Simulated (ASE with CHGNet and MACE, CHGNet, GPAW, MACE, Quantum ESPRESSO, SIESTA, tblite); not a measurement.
**Machine-learned potentials runs on random packing of Si18Te82 (at. %) (65 atoms)**

Aim: run random packing of Si18Te82 (at. %) (65 atoms) in machine-learned potentials and see how near its forces come to a plane-wave reference, and at what cost.

Calculated with ASE with CHGNet and MACE; the method is named at each step.

### 1. Starting point

The cell holds 65 atoms: 12 Si and 53 Te. Cell: a = 12.970 Å, b = 12.970 Å, c = 12.970 Å, α = 90.0°, β = 90.0°, γ = 90.0°. 65 atoms (12 Si, 53 Te) packed at random in a cube at 5.4 g/cm³ and pushed apart as soft spheres; a start for melting by ab initio MD, not an equilibrated structure. Then every atom was moved at random, 0.02 Å r.m.s. a Cartesian component.

The yardstick, on the same geometry:

```
method                 : Kohn-Sham DFT, PBE, SSSP efficiency 1.3.0 pseudopotentials, plane waves (Quantum ESPRESSO 7.5); sssp-pbe-1.3.0-efficiency, cutoffs 45/360 Ry, Γ point
r.m.s. force component : 1.092 eV/Å
longest force          : 4.868 eV/Å
pressure               : 4.592 GPa
time                   : 3.3 min on 4 MPI ranks of Arm Neoverse V1, shared host
CPU time               : 13 min
```

### 2. CHGNet r2SCAN potential

Method: machine-learned interatomic potential CHGNet r2SCAN, trained on r2SCAN plane-wave data.

The input, run.py:

```python
import numpy as np
from ase.io import read
import mlip  # loads the published weights by name

atoms = read("structure.xyz")
atoms.calc = mlip.calc("chgnet-r2scan")
energy = atoms.get_potential_energy()
forces = atoms.get_forces()
print(f"energy {energy:.6f} eV")
print("forces (eV/A)")
for i, (a, f) in enumerate(zip(atoms, forces)):
    print(f"{i:4d} {a.symbol:2s} {f[0]:10.5f} {f[1]:10.5f} {f[2]:10.5f}")
stress = -atoms.get_stress(voigt=False) * 160.21766
print("stress (GPa, compression positive)")
for row in stress:
    print(" ".join(f"{x:10.4f}" for x in row))
```

The input, structure.xyz:

```xyz
65
Lattice="12.97040 0.00000 0.00000 0.00000 12.97040 0.00000 0.00000 0.00000 12.97040" Properties=species:S:1:pos:R:3 pbc="T T T"
Si 3.12068 12.13926 9.63000
Si 6.08467 0.98316 9.45127
Si 8.05864 0.11725 11.15351
Si 5.38012 1.66086 2.55841
Si 2.33091 6.57846 0.97823
Si 10.93833 3.86933 4.90398
Si 8.35631 5.81658 4.88400
Si 2.21664 8.94958 7.78457
Si 12.26273 8.19081 3.36400
Si 7.33424 10.76738 6.00867
Si 0.60170 3.69164 5.70633
Si 4.84769 10.02430 7.56421
Te 8.09807 0.39080 6.73903
Te 7.14487 7.17159 1.06617
Te 12.92630 10.50836 5.04821
Te 3.07035 0.80715 12.64264
Te 10.83275 1.83492 9.55387
Te 0.34994 0.48380 6.55174
Te 3.09487 2.99046 7.26770
Te 8.93725 6.97133 11.52913
Te 1.60275 10.91200 0.68575
Te 7.00453 5.08984 2.73624
Te 2.27903 11.70773 7.18495
Te 12.35573 6.76303 11.71201
Te 11.77401 12.11876 10.47204
Te 10.83340 6.82451 9.38525
Te 1.63518 5.09516 11.80397
Te 6.46276 8.47616 11.04702
Te 1.74205 6.99442 9.63947
Te 12.95497 6.58507 7.06225
Te 11.51227 1.47084 3.07839
Te 4.11655 2.98397 9.90744
Te 9.10444 12.49581 0.65851
Te 9.83507 12.25353 8.65385
Te 6.23760 3.67828 5.54965
Te 9.34868 5.40399 7.26355
Te 10.28695 9.60886 9.94064
Te 3.38177 11.33782 3.51420
Te 7.45487 10.57062 9.26930
Te 9.30211 8.77383 5.74277
Te 1.38576 3.17541 0.94762
Te 5.27597 9.37993 4.38503
Te 0.16252 12.39361 2.42391
Te 6.96355 11.11810 12.55587
Te 4.25377 0.90533 5.23330
Te 4.94886 6.08156 7.85993
Te 6.11775 1.40249 12.48077
Te 8.61844 0.29235 3.64001
Te 2.45128 5.05482 4.48400
Te 8.10417 7.89301 9.04621
Te 4.09955 7.70987 2.62300
Te 8.64866 2.64557 2.01845
Te 10.26828 5.82462 0.98964
Te 10.14182 10.17982 1.88149
Te 2.30056 1.82182 2.94675
Te 8.07252 4.58581 9.54621
[... 5 atom lines left out ...]
Te 11.76636 3.98775 10.80862
Te 4.52304 4.07763 0.19961
Te 1.41935 2.53416 9.91198
Te 8.97591 2.92534 12.36377
```

Launch:

```bash
$ OMP_NUM_THREADS=1 python run.py > output.txt
```

The log of the run:

```text
CHGNet vr2scan initialized with 412,525 parameters
CHGNet will run on cpu
energy -1429.166138 eV
forces (eV/A)
   0 Si    0.45590    0.02241   -0.10240
   1 Si   -0.00967    0.05885    1.09655
   2 Si   -1.32091    0.77866   -0.20155
   3 Si   -0.91034   -0.13990    0.80624
   4 Si    0.84155   -0.18127   -0.61617
   5 Si    1.04280   -0.34880    0.00665
   6 Si   -0.05599   -0.22512    0.22551
   7 Si    1.03222   -0.28815    0.18075
   8 Si    0.15132    1.38400    0.28177
   9 Si    0.22038   -0.65985    0.22029
  10 Si   -0.68948    0.43049   -0.26857
  11 Si   -0.70779   -0.37964   -0.18863
  12 Te   -0.57491   -0.40772   -0.16645
  13 Te    0.46399    0.22909    0.46565
  14 Te   -0.96345   -0.90260   -0.56558
  15 Te   -0.31183   -0.25401   -0.49343
  16 Te   -0.03740    0.06983   -0.37921
  17 Te   -0.52091    0.64318   -0.17318
  18 Te   -0.10165    0.38056   -0.04736
  19 Te    0.06910   -0.87215    1.97529
  20 Te   -0.42462   -0.50377   -0.36333
  21 Te   -0.21558   -0.20712    0.68285
  22 Te    0.69722   -0.58721    1.12227
  23 Te   -0.24460    0.26565    1.28296
[...]
57 Te    0.32297    0.41596    0.11436
  58 Te   -1.13902   -0.39632    2.07178
  59 Te   -0.90800   -0.51130   -0.28775
  60 Te   -0.73403   -0.28985    0.53595
  61 Te   -0.05747   -0.51995   -0.00433
  62 Te    0.29004    0.25069    0.43861
  63 Te   -0.07855   -0.47495   -0.44777
  64 Te    0.11076    0.23428   -0.34501
stress (GPa, compression positive)
    2.6506     0.2865     0.2631
    0.2865     2.3529    -0.2617
    0.2631    -0.2617     2.7850
```

Wall time 4.5 s (1 thread of Arm Neoverse V1, shared host); peak memory 0.52 GiB.

Banners, paths, timers and routine set-up lines are dropped from the logs unmarked, and long logs keep their key lines alone; longer cuts are marked.

Numbers from this run, and their distance from the reference:

```yaml
r_m_s_force_component: 0.7259 eV/Å
r_m_s_difference_of_force_components: 633.5 meV/Å
longest_difference_of_force_vectors: 2820 meV/Å
force_difference_over_r_m_s_force: 58.02 %
slope_of_forces_against_the_reference_s: 0.5527
correlation_of_force_components: 0.8314
pressure: 2.596 GPa
pressure_difference: -1.996 GPa
```

Length of the force difference by element (eV/Å):

| element | atoms | mean | most |
| --- | --- | --- | --- |
| Si | 12 | 0.65 | 1.7 |
| Te | 53 | 1.0 | 2.8 |

A closer look about Si3, which has 3 bonded neighbours where the commonest count for Si is 1: 9 atoms, nearest first, numbered in the order of the input, with positions taken from that point.

| atom | x | y | z | distance (Å) | bonds | Fx | Fy | Fz (eV/Å) |
| --- | --- | --- | --- | --- | --- | --- | --- | --- |
| Si3 | 0.00 | 0.00 | 0.00 | 0.00 | 3 | -1.32 | 0.78 | -0.20 |
| Te44 | -1.10 | -1.97 | 1.40 | 2.65 | 4 | 0.18 | -0.91 | -1.50 |
| Te47 | -1.94 | 1.29 | 1.33 | 2.68 | 1 | 0.04 | 0.66 | -0.47 |
| Si2 | -1.97 | 0.87 | -1.70 | 2.75 | 1 | -0.01 | 0.06 | 1.10 |
| Te33 | 1.05 | -0.59 | 2.48 | 2.75 | 4 | 2.38 | 0.29 | -1.01 |
| Te34 | 1.78 | -0.83 | -2.50 | 3.18 | 3 | 0.18 | 0.41 | -1.08 |
| Te65 | 0.92 | 2.81 | 1.21 | 3.19 | 1 | 0.11 | 0.23 | -0.35 |
| Te39 | -0.60 | -2.52 | -1.88 | 3.20 | 2 | -1.29 | 0.76 | -1.09 |
| Te17 | 2.77 | 1.72 | -1.60 | 3.63 | 2 | -0.04 | 0.07 | -0.38 |

Atoms are counted from 1 here, from 0 in the log.

Forces lie 58 % from the reference's, at 0.0057 times its CPU time (on 1 against 4 cores).

### 3. MACE MPA-0 medium potential

Method: machine-learned interatomic potential MACE MPA-0 medium, trained on PBE(+U) plane-wave data.

Changes to run.py since step 2:

```diff
@@ -5,3 +5,3 @@
 atoms = read("structure.xyz")
-atoms.calc = mlip.calc("chgnet-r2scan")
+atoms.calc = mlip.calc("mace-mpa-0-medium")
 energy = atoms.get_potential_energy()
```

structure.xyz is that of step 2.

The log of the run:

```text
energy -189.720772 eV
forces (eV/A)
   0 Si    0.77225    0.00358    0.11708
   1 Si   -0.41691   -0.30052    0.56722
   2 Si   -0.32162    0.71085   -0.99108
   3 Si   -0.53808    0.09255    0.68619
   4 Si    0.29626   -0.21377   -0.27311
   5 Si    0.62313   -0.06504   -0.15398
   6 Si    0.02843   -0.35118    0.42586
   7 Si    0.70010   -0.19412   -0.05991
   8 Si   -0.18176    0.99537    0.48250
   9 Si    0.04768   -0.41808    0.50463
  10 Si   -0.44032    0.69325   -0.00375
  11 Si   -0.03893   -0.31322    0.01165
  12 Te   -0.92306    0.29987   -1.08386
  13 Te    0.10994    1.04043   -0.28274
  14 Te   -1.27328   -0.30068   -0.18886
  15 Te   -0.44923    0.44115   -0.46657
  16 Te   -0.30956   -0.46686   -0.77636
  17 Te   -1.18553    0.99904   -0.36526
  18 Te   -0.19201    0.25299   -0.67835
  19 Te    0.50977   -1.07375    2.81504
  20 Te   -0.43759   -0.56960   -0.51508
  21 Te   -0.73317   -0.55573    0.64408
  22 Te    0.87255   -0.45693    0.45995
  23 Te   -0.54982   -0.00173    1.84897
[...]
57 Te    0.51736    1.09528   -0.54386
  58 Te   -2.54577   -0.63694    2.87221
  59 Te   -0.68591   -1.05025   -0.19892
  60 Te   -1.32644   -0.89486    0.48061
  61 Te    0.28537    0.19467    0.47884
  62 Te   -0.06078   -0.00169    0.24004
  63 Te   -0.63597   -0.67222   -0.37040
  64 Te   -0.16241    0.09408   -1.21527
stress (GPa, compression positive)
    4.3759     0.0782     0.6125
    0.0782     4.2211    -0.3746
    0.6125    -0.3746     5.0194
```

Run time: 9.1 s. Hardware: 1 thread; peak memory 0.72 GiB.

Against the reference:

| Property | Result |
| --- | --- |
| r.m.s. force component | 1.024 eV/Å |
| r.m.s. difference of force components | 231.7 meV/Å |
| longest difference of force vectors | 802.3 meV/Å |
| force difference over r.m.s. force | 21.22 % |
| slope of forces against the reference's | 0.9174 |
| correlation of force components | 0.978 |
| pressure | 4.539 GPa |
| pressure difference | -0.0529 GPa |

Against the first run (58 %), the force difference from the reference is 21 %, at 2.0 times the CPU time.

### 4. MACE MP-0b3 medium potential

Method: machine-learned interatomic potential MACE MP-0b3 medium, trained on PBE(+U) plane-wave data.

Changes to run.py since step 3:

```diff
@@ -5,3 +5,3 @@
 atoms = read("structure.xyz")
-atoms.calc = mlip.calc("mace-mpa-0-medium")
+atoms.calc = mlip.calc("mace-mp-0b3-medium")
 energy = atoms.get_potential_energy()
```

structure.xyz is that of step 3.

The log of the run:

```text
energy -193.713993 eV
forces (eV/A)
   0 Si    0.79312    0.11421    0.08355
   1 Si   -0.00897   -0.33493    0.38729
   2 Si   -0.05105    1.21742   -1.40223
   3 Si   -0.49848   -0.05179    0.37987
   4 Si   -0.02841    0.21646    0.07676
   5 Si    0.65996   -0.23716   -0.09855
   6 Si    0.21301    0.13826    0.12745
   7 Si    0.54273   -0.47488   -0.33638
   8 Si   -0.62437    0.60178    0.11329
   9 Si    0.07968   -0.53436    0.68773
  10 Si   -0.52720    0.45099    0.06893
  11 Si    0.11002   -0.31379    0.00827
  12 Te   -0.80480    0.26342   -0.75242
  13 Te    0.03489    1.03508   -0.27848
  14 Te   -0.74854    0.07099   -0.23014
  15 Te   -0.41030    0.95686   -0.35840
  16 Te   -0.32175   -0.49783   -1.04230
  17 Te   -0.87282    0.81217   -0.51742
  18 Te   -0.24180    0.41273   -0.51783
  19 Te    0.28584   -0.94081    2.77650
  20 Te    0.09389   -0.92233   -0.71901
  21 Te   -0.97339   -0.92886    0.44640
  22 Te    0.69160   -0.20936    0.16466
  23 Te   -0.43931    0.21507    2.29990
[...]
57 Te    0.28542    1.21887   -0.61420
  58 Te   -2.63229   -0.83258    2.83538
  59 Te   -1.10499   -0.84781    0.02552
  60 Te   -0.88482   -1.01542    0.46663
  61 Te    0.34286    0.00707    0.87013
  62 Te    0.11633    0.06660    0.28535
  63 Te   -0.73764   -0.67875   -0.61022
  64 Te   -0.14414    0.11600   -1.53765
stress (GPa, compression positive)
    4.4834     0.1570     0.6558
    0.1570     4.6166    -0.2023
    0.6558    -0.2023     5.4426
```

The job ended after 9.1 s (1 thread; peak memory 0.72 GiB).

Numbers from this run, and their distance from the reference:

```yaml
r_m_s_force_component: 1.01 eV/Å
r_m_s_difference_of_force_components: 314.9 meV/Å
longest_difference_of_force_vectors: 1105 meV/Å
force_difference_over_r_m_s_force: 28.84 %
slope_of_forces_against_the_reference_s: 0.8858
correlation_of_force_components: 0.9581
pressure: 4.848 GPa
pressure_difference: 0.2558 GPa
```

Against the first run (58 %), the force difference from the reference is 29 %, at 2.0 times the CPU time.

### 5. The ladder

Differences are against the plane-wave reference, forces as r.m.s. over components; share is that over the reference's r.m.s. force, slope the least-squares factor from reference forces to these. Total energies of different programs have different zeros and aren't compared.

| run | Δ force, r.m.s. (meV/Å) | share (%) | slope | Δ pressure (GPa) | cores | CPU time | memory (GiB) |
| --- | --- | --- | --- | --- | --- | --- | --- |
| reference | - | - | - | - | 4 | 13 min | 4.5 |
| CHGNet r2SCAN potential | 634 | 58.0 | 0.553 | -2.00 | 1 | 4.5 s | 0.52 |
| MACE MPA-0 medium potential | 232 | 21.2 | 0.917 | -0.0529 | 1 | 9.1 s | 0.72 |
| MACE MP-0b3 medium potential | 315 | 28.8 | 0.886 | 0.256 | 1 | 9.1 s | 0.72 |

Times of the machine-learned potentials are mostly Python's start and the loading of weights.

CPU time is summed over cores on a shared host, where runs went side by side, so it is rough. Symmetry, cutoffs, thresholds, outputs and thread counts weren't matched or tuned between programs; memory under MPI is the largest rank's times the ranks.

A second geometry, displaced anew (every atom was moved at random, 0.04 Å r.m.s. a Cartesian component), gives an energy difference that all programs can be tested on. The reference puts it at -14.53 meV/atom.

| run | energy less the first geometry's (meV/atom) | error (meV/atom) | force share at the second geometry (%) |
| --- | --- | --- | --- |
| CHGNet r2SCAN potential | -1.951 | 12.6 | 60.3 |
| MACE MPA-0 medium potential | -8.941 | 5.59 | 22.3 |
| MACE MP-0b3 medium potential | -10.56 | 3.97 | 31.0 |

### 6. Results

```
nearest in forces : MACE MPA-0 medium potential, 21 %
its CPU time      : 9.1 s
```

Machine-learned potentials differ by 21 % (MACE MPA-0 medium potential) to 58 % (CHGNet r2SCAN potential); they were trained on other programs' data, some at another functional. The energy difference between the two geometries, -14.5 meV/atom in the reference, is met best by MACE MP-0b3 medium potential (+3.97) and worst by CHGNet r2SCAN potential (+12.6). The reference's pressure holds the uncorrected Pulay stress of its 45 Ry basis, so small pressure differences, and their order, may be the reference's own error. Machine-learned potentials mimic data converged in k, so the reference's own k-point error enters their differences. The reference's pressure of 4.6 GPa belongs to a cell and atoms that aren't relaxed at this level. The electronic-structure runs sample only Γ, in a cell whose shortest periodic width is 13 Å, which is coarse for a cell with partly filled levels. Spin–orbit coupling is left out, which matters for the levels of the heavy elements.

[Also dropped from logs without a mark: logging warnings of Python, and SIESTA's first energy breakdown and zero terms.]

[Logs are printed without paths, hosts, clocks, repeated set-up lines and the standing remarks that a program may print on its own settings, such as how far it seeks lower states.]

[Hosts, paths, dates, database ids (printed as entryN), source tags and the programs' standing remarks are cut or masked in the printed files.]
